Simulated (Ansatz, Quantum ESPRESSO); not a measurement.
## KI (Fm-3m): from Born charge to LO-TO splitting

Wanted: the LO mode of KI (Fm-3m) from the TO mode and the field response.

Program: Quantum ESPRESSO 7.5. Level of theory: DFT LDA, scalar-relativistic, plane waves, PseudoDojo norm-conserving pseudopotentials. Results are calculated unless marked as measured.

### 1. The relaxed structure

Symmetry: Fm-3m, No. 225, cubic system. The conventional cell has a = 6.817 Å, b = 6.817 Å, c = 6.817 Å, α = 90.00°, β = 90.00°, γ = 90.00°. Nearest to K lie 6 I at 3.41 Å. Nearest to I lie 6 K at 3.41 Å. Farther neighbours and most contacts between anions are not listed.

Coordinates:

```cif
data_structure
_symmetry_space_group_name_H-M 'Fm-3m'
_symmetry_Int_Tables_number 225
_cell_length_a 6.8170
_cell_length_b 6.8170
_cell_length_c 6.8170
_cell_angle_alpha 90.000
_cell_angle_beta 90.000
_cell_angle_gamma 90.000
_cell_volume 316.80
loop_
_atom_site_label
_atom_site_type_symbol
_atom_site_symmetry_multiplicity
_atom_site_Wyckoff_symbol
_atom_site_fract_x
_atom_site_fract_y
_atom_site_fract_z
_atom_site_occupancy
K1 K 4 a 0.00000 0.00000 0.00000 1
I1 I 4 b 0.00000 0.50000 0.00000 1
```

This is the cell after its relaxation at this level of theory, not the database cell from which that began.

### 2. What the response run gave

A linear-response run on the relaxed cell, with the response to an electric field; only its zone-centre results are used. Cutoff 72 Ry, k mesh 6×6×6.

Log:

```text
[banners, grids, parts of the stress and lines that vanish by symmetry left out]
Program PHONON v.7.5
     Reading xml data from directory:

[...]
Exchange-correlation= PW
                           (   1   4   0   0   0   0   0)
[...]
kinetic-energy cut-off    =      72.0000  Ry
     charge density cut-off    =     288.0000  Ry
     convergence threshold     =      1.0E-18
[...]
Exchange-correlation= PW
                           (   1   4   0   0   0   0   0)
[...]
q = (   0.0000000   0.0000000   0.0000000 )
     49 Sym.Ops. (with q -> -q+G )
     G cutoff = 1210.6635  (  44039 G-vectors)     FFT grid: ( 50, 50, 50)
     number of k points=    16
[...]
Mode symmetry, O_h (m-3m)  point group:
[...]
Dielectric constant
[...]
End of electric fields calculation
          Dielectric constant in cartesian axis
          (       3.133807977       0.000000000       0.000000000 )
          (       0.000000000       3.133807977      -0.000000000 )
          (       0.000000000      -0.000000000       3.133807977 )
          Effective charges (d Force / dE) in cartesian axis without acoustic sum rule applied (asr)
           atom    1  K     Mean Z*:        1.10579
      Ex  (        1.10579        0.00000        0.00000 )
      Ey  (        0.00000        1.10579       -0.00000 )
      Ez  (        0.00000       -0.00000        1.10579 )
           atom    2  I     Mean Z*:       -1.10981
      Ex  (       -1.10981       -0.00000        0.00000 )
      Ey  (       -0.00000       -1.10981        0.00000 )
      Ez  (        0.00000       -0.00000       -1.10981 )
          Effective charges Sum: Mean:       -0.00403
[...]
Effective charges (d Force / dE) in cartesian axis with asr applied:
           atom    1  K     Mean Z*:        1.10780
[...]
atom    2  I     Mean Z*:       -1.10780
[...]
Representation #   1 modes #   1   2   3
[...]
End of self-consistent calculation
     Convergence has been achieved
     Representation #   2 modes #   4   5   6
[...]
End of self-consistent calculation
     Convergence has been achieved
[...]
Dielectric constant in cartesian axis
          (       3.133807977       0.000000000       0.000000000 )
          (       0.000000000       3.133807977      -0.000000000 )
          (       0.000000000      -0.000000000       3.133807977 )
          Effective charges (d Force / dE) in cartesian axis without acoustic sum rule applied (asr)
           atom    1  K     Mean Z*:        1.10579
      Ex  (        1.10579        0.00000        0.00000 )
      Ey  (        0.00000        1.10579       -0.00000 )
      Ez  (        0.00000       -0.00000        1.10579 )
           atom    2  I     Mean Z*:       -1.10981
      Ex  (       -1.10981       -0.00000        0.00000 )
      Ey  (       -0.00000       -1.10981        0.00000 )
      Ez  (        0.00000       -0.00000       -1.10981 )
          Effective charges Sum: Mean:       -0.00403
[...]
Effective charges (d Force / dE) in cartesian axis with asr applied:
           atom    1  K     Mean Z*:        1.10780
[...]
atom    2  I     Mean Z*:       -1.10780
[...]
q = (    0.000000000   0.000000000   0.000000000 )
[...]
freq (    1) =       0.014347 [THz] =       0.478567 [cm-1]
     freq (    2) =       0.014347 [THz] =       0.478567 [cm-1]
     freq (    3) =       0.014347 [THz] =       0.478567 [cm-1]
     freq (    4) =       3.441265 [THz] =     114.788242 [cm-1]
     freq (    5) =       3.441265 [THz] =     114.788242 [cm-1]
     freq (    6) =       3.441265 [THz] =     114.788242 [cm-1]
[...]
Mode symmetry, O_h (m-3m)  point group:
     freq (   1-   3) =          0.5  [cm-1]   --> T_1u G_15  G_4- I
     freq (   4-   6) =        114.8  [cm-1]   --> T_1u G_15  G_4- I

   JOB DONE.
```

| quantity | value |
| --- | --- |
| cell volume Ω (Å³) | 79.201 |
| mass of K (u) | 39.098 |
| mass of I (u) | 126.904 |
| Born charge of K, raw (e) | 1.106 |
| Born charge of I, raw (e) | -1.110 |
| ε∞ | 3.134 |
| ω(TO) after the sum rule (cm⁻¹) | 114.8 |

### 3. The calculation

The charges must sum to zero over the cell; taking off their mean, -0.002 e, leaves Z* = 1.108 e on K. In the polar mode K moves against I, so the reduced mass is μ = 39.10 × 126.90 / 166.00 = 29.890 u.

A longitudinal wave builds up a field that adds to the restoring force: ω(LO)² = ω(TO)² + 4π Z*² / (μ Ω ε∞), in Hartree atomic units. With μ = 54485 electron masses and Ω = 534.47 bohr³ the second term is 1.6899e-07 Ha², or 8140 cm⁻² (1 Ha = 219474.6 cm⁻¹).

So ω(LO) = √(13177 + 8140) = 146.0 cm⁻¹, and by the Lyddane-Sachs-Teller relation ε₀ = ε∞ (ω(LO)/ω(TO))² = 5.07.

### 4. Check against the program

The analysis program adds the same non-analytic term to the full matrix, here for q along (1 0 0).

Log:

```text
[banner, memory and clock lines left out]
Program DYNMAT v.7.5

     Reading Dynamical Matrix from file g.dyn
     ...Force constants read
     ...epsilon and Z* read

     Polarizability (A^3 units)
     multiply by 0.584362 for Clausius-Mossotti correction
        13.448533    0.000000    0.000000
         0.000000   13.448533   -0.000000
         0.000000   -0.000000   13.448533

     IR activities are in (D/A)^2/amu units

# mode   [cm-1]    [THz]      IR
    1     -0.00   -0.0000    0.0000
    2      0.00    0.0000    0.0000
    3      0.00    0.0000    0.0000
    4    114.79    3.4412    0.9473
    5    114.79    3.4412    0.9473
    6    146.00    4.3769    0.9473
```

ε₀ comes from the program's run without a direction of q.

| quantity | by hand | program |
| --- | --- | --- |
| ω(LO) (cm⁻¹) | 146.0 | 146.0 |
| ε₀ | 5.07 | 5.07 |

### 5. Results

* TO mode: 114.8 cm⁻¹
* LO mode: 146 cm⁻¹
* static dielectric constant: 5.070

What this shows: The LO mode of KI (Fm-3m) lies at 146 cm⁻¹, 31 cm⁻¹ above the TO mode; the formula meets the program within 0.1 cm⁻¹, as it must for a cubic crystal with one polar mode. ω(LO)² − ω(TO)² goes with Z*²/ε∞: an error of 5 % in ε∞ would move the LO mode by 1.3 cm⁻¹, and semilocal functionals tend to overestimate ε∞. These are harmonic values at zero temperature, at the volume of this functional, for the structure held cubic; stability elsewhere in the zone is no part of this calculation.

[Host names and launcher messages were left out of these logs when they were recorded.]

[Logs are printed without paths, hosts, clocks, repeated set-up lines and the standing remarks that a program may print on its own settings, such as how far it seeks lower states.]

[Hosts, paths, dates, database ids (printed as entryN), source tags and the programs' standing remarks are cut or masked in the printed files.]
